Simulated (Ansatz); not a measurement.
## Squeezing and shearing glassy 77ZrO2-23SiO2 (mol %) (90 atoms)

How stiff is glassy 77ZrO2-23SiO2 (mol %) (90 atoms), and how do its levels respond to strain?

Calculated with Ansatz 0.2.0; Kohn-Sham DFT, PBE, PAW (set soft_2), plane waves.

### Step 1. Set-up

The cell holds 90 atoms: 23 Zr, 7 Si and 60 O. Cell: a = 10.551 Å, b = 10.551 Å, c = 10.551 Å, α = 90.0°, β = 90.0°, γ = 90.0°. 90 atoms (23 Zr, 7 Si, 60 O) placed at random at 4.39 g/cm³, melted at 4000 K for 10 ps at fixed volume with the Morse and Coulomb pair potential with partial charges (Pedone, Malavasi, Menziani, Cormack and Segre, J. Phys. Chem. B 110, 11780 (2006)). Quenched from 1800 K to 300 K at 50 K/ps and fixed volume, held 10 ps at zero pressure, then minimised at fixed cell.

What the set-up can't give: The quench rate of 50 K/ps far exceeds what a furnace or splat quench reaches, so expect more defects and frozen-in strain than in a real sample. The starting topology of bonds comes from the classical model, and needn't be the one that DFT or experiment would give. Only the Γ point is sampled.

### Step 2. Single point at the start

A single point comes first, to see the forces before anything moves.

input.yaml reads:

```yaml
crystal:
  lattice:
    - [10.55091, 0.0, 0.0]
    - [0.0, 10.55091, 0.0]
    - [0.0, 0.0, 10.55091]
  atoms:
    - { symbol: Zr, position: [0.13118, 0.66354, 0.18394] }
    - { symbol: Zr, position: [0.97556, 0.19603, 0.31899] }
    - { symbol: Zr, position: [0.23315, 0.5175, 0.50047] }
    - { symbol: Zr, position: [0.42636, 0.65947, 0.276] }
    - { symbol: Zr, position: [0.08428, 0.99393, 0.11319] }
    - { symbol: Zr, position: [0.62882, 0.6012, 0.51697] }
    - { symbol: Zr, position: [0.38522, 0.61207, 0.75024] }
    - { symbol: Zr, position: [0.94314, 0.35496, 0.62231] }
    - { symbol: Zr, position: [0.92016, 0.70524, 0.61835] }
    - { symbol: Zr, position: [0.926, 0.75113, 0.96933] }
    - { symbol: Zr, position: [0.65593, 0.82485, 0.7471] }
    - { symbol: Zr, position: [0.35701, 0.41466, 0.05486] }
    - { symbol: Zr, position: [0.38985, 0.84276, 0.99173] }
    - { symbol: Zr, position: [0.43137, 0.93201, 0.50764] }
    - { symbol: Zr, position: [0.78988, 0.04459, 0.54339] }
    - { symbol: Zr, position: [0.17408, 0.84174, 0.71388] }
    - { symbol: Zr, position: [0.80497, 0.60629, 0.27901] }
    - { symbol: Zr, position: [0.46668, 0.09961, 0.75035] }
    - { symbol: Zr, position: [0.05918, 0.38815, 0.04067] }
    - { symbol: Zr, position: [0.6045, 0.61162, 0.99124] }
    - { symbol: Zr, position: [0.97094, 0.14815, 0.84169] }
    - { symbol: Zr, position: [0.7715, 0.34798, 0.03784] }
    - { symbol: Zr, position: [0.64023, 0.86093, 0.24968] }
    - { symbol: Si, position: [0.41239, 0.23058, 0.44004] }
    - { symbol: Si, position: [0.22933, 0.3304, 0.77639] }
    - { symbol: Si, position: [0.09398, 0.91946, 0.42972] }
    - { symbol: Si, position: [0.63641, 0.39966, 0.74532] }
    - { symbol: Si, position: [0.68353, 0.31063, 0.35198] }
    - { symbol: Si, position: [0.31128, 0.11881, 0.19457] }
    - { symbol: Si, position: [0.80297, 0.04192, 0.06794] }
    - { symbol: O, position: [0.73876, 0.65347, 0.67999] }
    - { symbol: O, position: [0.97908, 0.03204, 0.44125] }
    - { symbol: O, position: [0.02999, 0.31726, 0.45569] }
    - { symbol: O, position: [0.79624, 0.16072, 0.97371] }
    - { symbol: O, position: [0.62057, 0.0061, 0.66508] }
    - { symbol: O, position: [0.87539, 0.16867, 0.6714] }
    - { symbol: O, position: [0.31317, 0.7056, 0.11774] }
    - { symbol: O, position: [0.51457, 0.72892, 0.84821] }
    - { symbol: O, position: [0.44265, 0.56166, 0.4502] }
    - { symbol: O, position: [0.92854, 0.3252, 0.17066] }
    - { symbol: O, position: [0.42788, 0.1317, 0.55398] }
    - { symbol: O, position: [0.29156, 0.99063, 0.10456] }
    - { symbol: O, position: [0.62149, 0.67608, 0.32236] }
    - { symbol: O, position: [0.39133, 0.12926, 0.32005] }
    - { symbol: O, position: [0.00943, 0.73978, 0.78962] }
    - { symbol: O, position: [0.00737, 0.5804, 0.03264] }
    - { symbol: O, position: [0.26347, 0.68493, 0.61621] }
    - { symbol: O, position: [0.81514, 0.77798, 0.17562] }
    - { symbol: O, position: [0.02302, 0.53448, 0.59908] }
    - { symbol: O, position: [0.53816, 0.77453, 0.58544] }
    - { symbol: O, position: [0.43722, 0.51481, 0.91339] }
    - { symbol: O, position: [0.09073, 0.2836, 0.73446] }
    - { symbol: O, position: [0.67141, 0.44259, 0.89248] }
    - { symbol: O, position: [0.90115, 0.95502, 0.98186] }
    - { symbol: O, position: [0.2114, 0.39259, 0.91823] }
    - { symbol: O, position: [0.82601, 0.8837, 0.65481] }
    - { symbol: O, position: [0.49804, 0.97964, 0.90125] }
    - { symbol: O, position: [0.54245, 0.76777, 0.1017] }
    - { symbol: O, position: [0.30772, 0.33586, 0.44725] }
    - { symbol: O, position: [0.72382, 0.45595, 0.38824] }
    - { symbol: O, position: [0.32213, 0.21969, 0.79532] }
    - { symbol: O, position: [0.75774, 0.40044, 0.6546] }
    - { symbol: O, position: [0.99237, 0.58482, 0.29113] }
    - { symbol: O, position: [0.07451, 0.17044, 0.00795] }
    - { symbol: O, position: [0.35166, 0.23367, 0.11079] }
    - { symbol: O, position: [0.0888, 0.81129, 0.05467] }
    - { symbol: O, position: [0.15521, 0.13208, 0.24322] }
    - { symbol: O, position: [0.19943, 0.46606, 0.15404] }
    - { symbol: O, position: [0.6706, 0.96527, 0.41081] }
    - { symbol: O, position: [0.48991, 0.51646, 0.15147] }
    - { symbol: O, position: [0.24082, 0.64091, 0.34661] }
    - { symbol: O, position: [0.08874, 0.87419, 0.28535] }
    - { symbol: O, position: [0.27611, 0.44787, 0.68943] }
    - { symbol: O, position: [0.79138, 0.21185, 0.41117] }
    - { symbol: O, position: [0.67819, 0.00328, 0.12679] }
    - { symbol: O, position: [0.74279, 0.74218, 0.91368] }
    - { symbol: O, position: [0.90795, 0.06635, 0.18287] }
    - { symbol: O, position: [0.75028, 0.53354, 0.10488] }
    - { symbol: O, position: [0.57748, 0.26374, 0.75971] }
    - { symbol: O, position: [0.67834, 0.29281, 0.20222] }
    - { symbol: O, position: [0.05824, 0.82533, 0.54467] }
    - { symbol: O, position: [0.8124, 0.68764, 0.45755] }
    - { symbol: O, position: [0.55204, 0.2867, 0.41738] }
    - { symbol: O, position: [0.45192, 0.85096, 0.3294] }
    - { symbol: O, position: [0.27717, 0.75054, 0.85622] }
    - { symbol: O, position: [0.92301, 0.34898, 0.90403] }
    - { symbol: O, position: [0.23523, 0.95482, 0.46537] }
    - { symbol: O, position: [0.54107, 0.50295, 0.67781] }
    - { symbol: O, position: [0.35177, 0.9384, 0.69198] }
    - { symbol: O, position: [0.08929, 0.00159, 0.78938] }
kpoints:
  mp_grid: { grid: [1, 1, 1] }
hamiltonian:
  xc: pbe
scf:
  occupations: { method: fermi_dirac, width: 0.05 }
output:
  forces: true
```

Launch:

```sh
$ ansatz run input.yaml --threads 4 --pin off --max-ram 8192MiB --backend cpu --events-out ev --progress --plain --runs-dir out
```

Numbers of over 12 decimals in the logs are rounded to 6 here.

The program printed:

```text
Engine: ansatz 0.2.0, x86_64-unknown-linux-gnu
Pseudopotentials: kind: paw
Pseudopotential: Zr, paw, valence charge 12, recommended cutoff 420 eV (normal), Zr.paw.azcp
Pseudopotential: Si, paw, valence charge 4, recommended cutoff 420 eV (normal), Si.paw.azcp
Pseudopotential: O, paw, valence charge 6, recommended cutoff 420 eV (normal), O.paw.azcp
Functional definition: PBE
  parameter kappa = 0.804
  parameter beta = 0.066725
  exchange = pbe_x(kappa = kappa, mu = beta*pi^2/3)
  correlation = pbe_c(beta = beta)
Crystal: 90 atoms, lattice volume = 1174.545 Å³
Basis set: ecut = 420 eV, 22983 PW (Γ), exchange–correlation on 144×144×144 points (8 copies of the dense FFT grid, shifted against one another)
Bands: 422, of which v1, the nominal top of the filled ones, is band 332 counted from 1 (331 counted from 0)
Symmetry: 1 space group operations
Space group: P1 (ITA 1), of the structure as read, at distance tolerance 1.1e-4 Å
k-points: 1
Non-local potential: Zr, projectors of the file, l = 0: 3, l = 1: 2, l = 2: 2, l = 3: 2
Non-local potential: Si, projectors of the file, l = 0: 2, l = 1: 2, l = 2: 2
Non-local potential: O, projectors of the file, l = 0: 2, l = 1: 2, l = 2: 1
PAW form: soft (Blöchl's): semilocal exchange-correlation on the pseudo side does not see the compensation charge
PAW one-centre angular grid: Zr, 590 points (default); XC on 64 Gauss nodes
PAW one-centre angular grid: Si, 110 points (default); XC on 64 Gauss nodes
PAW one-centre angular grid: O, 110 points (default); XC on 64 Gauss nodes
Initial density: superposition of atomic densities (neutral atoms: chi_scale 0, normalization atom), corrected by the library's trained network
Initial wavefunctions: pseudopotential atomic-orbital guess
Functional: x = pbe(κ = 0.804, μ = 0.219515), c = pbe(β = 0.066725)
SCF iter   1: F=—  HF=-134854.401152 eV  |F-HF|=—  |Δ(HF+E_count)|=         —  Δρ=4.03e-3  dr2=1.67e-1  ethr=1.77e-3  ⟨swp⟩=6.0  Hψ=1664  notcnv=0  defer=34
preconditioner: auto → Resta (q_TF=auto, 2.481 Å⁻¹)  ε∞=3.9  [insulator: Δε(μ)=3.215 eV  Ē_g=15.896 eV  σ=0.050 eV  W_gap=1.00  n_scr=304 (ndim 8)  ℏωp=26.9 eV  f_vac=0.086  D(μ)=0.00/eV (n_scr^D=0)  ε∞_Penn≈3.9]
SCF iter   2: F=—  HF=-134854.379010 eV  |F-HF|=—  |Δ(HF+E_count)|=   2.21e-2  Δρ=2.13e-3  dr2=3.20e-2  ethr=2.52e-5  ⟨swp⟩=2.0  Hψ=817  notcnv=0  defer=35
SCF iter   3: F=—  HF=-134854.379956 eV  |F-HF|=—  |Δ(HF+E_count)|=   9.46e-4  Δρ=9.75e-4  dr2=9.53e-3  ethr=4.82e-6  ⟨swp⟩=2.0  Hψ=532  notcnv=0
automatic band count: iteration 3 solves 385 bands in place of 422: the levels show a gap, and the empty bands left out lie too high to hold charge; the band table lists the bands solved (type scf.n_extra_bands for more)
SCF iter   4: F=—  HF=-134854.381307 eV  |F-HF|=—  |Δ(HF+E_count)|=   1.35e-3  Δρ=2.81e-4  dr2=9.70e-4  ethr=1.43e-6  ⟨swp⟩=2.0  Hψ=532  notcnv=0
SCF iter   5: F=—  HF=-134854.381413 eV  |F-HF|=—  |Δ(HF+E_count)|=   1.06e-4  Δρ=1.46e-4  dr2=2.44e-4  ethr=1.46e-7  ⟨swp⟩=2.0  Hψ=577  notcnv=0
SCF iter   6: F=—  HF=-134854.381423 eV  |F-HF|=—  |Δ(HF+E_count)|=   1.01e-5  Δρ=5.25e-5  dr2=3.57e-5  ethr=3.67e-8  ⟨swp⟩=2.0  Hψ=550  notcnv=0
SCF iter   7: F=—  HF=-134854.383782 eV  |F-HF|=—  |Δ(HF+E_count)|=   2.36e-3  Δρ=3.09e-5  dr2=1.07e-5  ethr=5.37e-9  ⟨swp⟩=2.0  Hψ=710  notcnv=0  defer=44
SCF iter   8: F=—  HF=-134854.383785 eV  |F-HF|=—  |Δ(HF+E_count)|=   2.50e-6  Δρ=1.06e-5  dr2=1.42e-6  ethr=1.61e-9  ⟨swp⟩=2.0  Hψ=577  notcnv=0  defer=44
SCF iter   9: F=—  HF=-134854.383786 eV  |F-HF|=—  |Δ(HF+E_count)|=   1.52e-6  Δρ=5.10e-6  dr2=3.17e-7  ethr=2.14e-10  ⟨swp⟩=2.0  Hψ=555  notcnv=0  defer=44
SCF iter  10: F=-134854.383786 eV  HF=-134854.383786 eV  |F-HF|=5.09e-9  |Δ(HF+E_count)|=   1.63e-7  Δρ=2.39e-6  dr2=6.62e-8  ethr=1.51e-11  ⟨swp⟩=4.0  Hψ=1235  notcnv=0
SCF 1 converged in 10 iterations: F = -134854.383786 eV  dr2 = 6.62e-8
  greatest PAW one-centre occupation: 0.995 electrons in one spin orbital (limit 2), on the Zr atom at site 11 (counted from 0), in its partial waves of l = 0
SCF converged after 10 iterations
Free energy (F): -134854.383786 eV
Harris-Foulkes:  -134854.383786 eV  (|F-HF|=5.09e-9)
Internal energy: -134854.383786 eV  (E = F + TS)
E sigma→0 (E₀):  -134854.383786 eV
Fermi energy:    9.310342 eV
--- Per-component energies (eV) ---
  E_band       = -3754.447921
  E_kinetic    = 18580.603357
  E_local      = -45207.699884  (includes V_loc(G=0)·N_el)
  E_nonlocal   = 4792.019722
  E_hartree    = 16247.993625
  E_xc         = -8583.034786
  E_vxc        = -10432.713369  (∫ρ·V_xc dr)
  E_paw        = -81000.246597  (= ΣΔE_a)
  E_vpaw       = -3982.789517  (= ΣTr[D̂ρ^β])
  E_aug_tail   = 0.149843  (compensation charges beyond the density's cutoff)
  E_ewald      = -39684.169067
  E_smearing   = -0.000000  (= −TS)
  E_closure    = 0.000000  (closes the sum)
  Σ components = -134854.383786   (vs F -134854.383786, Δ=0.00e0)
--- Forces (eV/Å), atoms counted from 1 ---
  atom   1  Zr    -1.39423679    -0.11508478     0.62576710
  atom   2  Zr     0.45691459     1.06974746     0.48913549
  atom   3  Zr     0.47935892     0.15447197    -0.99205758
  atom   4  Zr     0.06668789    -0.37607449     0.05827683
  atom   5  Zr    -1.28387586    -0.06587708    -0.65640368
  atom   6  Zr     0.33893559     0.40467499     0.19019747
  atom   7  Zr     0.42194239     0.74080559     0.18306245
  atom   8  Zr     0.21578566     0.68370546    -1.40720238
  atom   9  Zr    -1.47599254    -0.86767715    -0.71091745
  atom  10  Zr    -0.06613620    -0.83895679    -0.25135218
  atom  11  Zr     0.29424403     0.14340145    -1.04330519
  atom  12  Zr     0.26241664     0.14825414     1.40064153
  atom  13  Zr     0.44511546     0.11429701    -0.71259927
  atom  14  Zr    -0.39326845     0.11101400    -0.22290935
[...]
atom  89  O      0.08083475    -0.16497951    -0.65781011
  atom  90  O     -0.10561231    -0.15587419    -0.11586501
  max |Σ_I F_I| component: 8.51e-5 eV/Å
```

Run time: 6.8 s. Hardware: 4 threads of Intel Xeon 6975P-C (Granite Rapids), shared host; peak memory 1.7 GiB.

The column dr2 measures how far the density is from self-consistency, as an energy; F and HF (Harris–Foulkes) agree once it is small.

The r.m.s. force at the start is 0.76 eV/Å.

(Continued in part 2 of 4.)

[Logs are printed without paths, hosts, clocks, repeated set-up lines and the standing remarks that a program may print on its own settings, such as how far it seeks lower states.]

[Hosts, paths, dates, database ids (printed as entryN), source tags and the programs' standing remarks are cut or masked in the printed files.]
